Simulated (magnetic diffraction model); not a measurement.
# Moment size from magnetic intensity in CrH5C5Br3

Space group P-1 (no. 2), a = 6.5150 Å, b = 7.0250 Å, c = 8.7510 Å, α = 102.18°, β = 91.71°, γ = 102.55°.

| site | atom | x | y | z |
| --- | --- | --- | --- | --- |
| 2i | Br | 0.5310 | 0.7731 | 0.9259 |
| 2i | Br | 0.9603 | 0.1867 | 0.8970 |
| 2i | Br | 0.4348 | 0.1820 | 0.6979 |
| 2i | Cr | 0.2209 | 0.9232 | 0.8363 |
| 2i | C | 0.2141 | 0.6742 | 0.6093 |
| 2i | C | 0.1344 | 0.5719 | 0.7117 |
| 2i | C | 0.9288 | 0.6287 | 0.7390 |
| 2i | C | 0.9021 | 0.7538 | 0.6539 |
| 2i | C | 0.0812 | 0.7939 | 0.5672 |
| 2i | H | 0.3489 | 0.6691 | 0.5613 |
| 2i | H | 0.1813 | 0.4840 | 0.7623 |
| 2i | H | 0.8389 | 0.5722 | 0.8109 |
| 2i | H | 0.7914 | 0.8214 | 0.6518 |
| 2i | H | 0.1090 | 0.8777 | 0.4918 |

The compound is invented for this exercise: a known structure type with other elements, its cell scaled to their sizes and not relaxed.

Only Cr is taken to order (form factors of Cr2+); orders and moment sizes are assumed, and not adapted to the symmetry. Radiation: neutrons of λ = 4.2 Å, 1.5° to 70°; isotropic B of 0.59 Å² (Br), 0.73 Å² (Cr), 1.09 Å² (C) and 1.09 Å² (H). Simulated constant-wavelength pattern: nuclear and magnetic terms add, the magnetic one as |2.695 fm × Σ f S⊥ exp(2πi Q·r) exp(−B s²)|², summed over all Q at one angle with the factor 1/(sin²θ cos θ). For a modulated order the moment at position r is S exp(−2πi k·r) + c.c., with S = m/2 for a sine wave of amplitude m and S = m(u + iv)/2 for moments turning in a plane, u and v being orthogonal unit vectors in it; the phase factor of the sum at Q = H + k is then exp(2πi H·r). Free-ion form factors, Sears's scattering lengths of 1992, no absorption; a label names one of the reflections at its angle. The strongest nuclear line in the range is 100, and lines under 0.2 are left out.

In a first state the assumed order is k = (0 0 1/5), a sine wave with moments along [001] (amplitudes given), 3.24 μB on Cr; signs + at (0.2209, 0.9232, 0.8363), + at (0.7791, 0.0768, 0.1637), with this pattern:

```csv
2θ (°),index,nuclear,magnetic
5.65,(0 0 1/5),0.0,13.2
22.73,(0 0 4/5),0.0,0.2
28.51,(0 0 1),1.9,0.0
35.75,(0 1 -1/5),0.0,4.7
36.62,(0 1 0),2.4,0.0
38.38,(0 1 1/5),0.0,4.1
38.69,(1 0 0),47.5,0.0
38.72,(0 1 -4/5),0.0,2.5
41.38,(0 1 -1),100.0,0.0
43.65,(1 0 -4/5),0.0,1.6
44.71,(0 1 -6/5),0.0,1.2
46.76,(1 0 -1),77.7,0.0
46.99,(1 0 4/5),0.0,2.3
46.99,(1 -1 1/5),0.0,0.3
47.28,(1 -1 0),37.4,0.0
48.32,(-1 1 1/5),0.0,0.3
```
(The table stops after 16 lines; 18 more lie at higher angle.)

**Question.** Nearer the ordering temperature the line at 5.65° has total intensity 6.5 on the same scale, and all moments have shrunk alike. How large is the Cr moment?

The nuclear part, 0.0, stays, so the magnetic part is 6.5 against 13.2. It goes as m², so m = 3.24 × √(6.5/13.2) = 2.27 μB; the value used was 2.27 μB.

[Logs are printed without paths, hosts, clocks, repeated set-up lines and the standing remarks that a program may print on its own settings, such as how far it seeks lower states.]
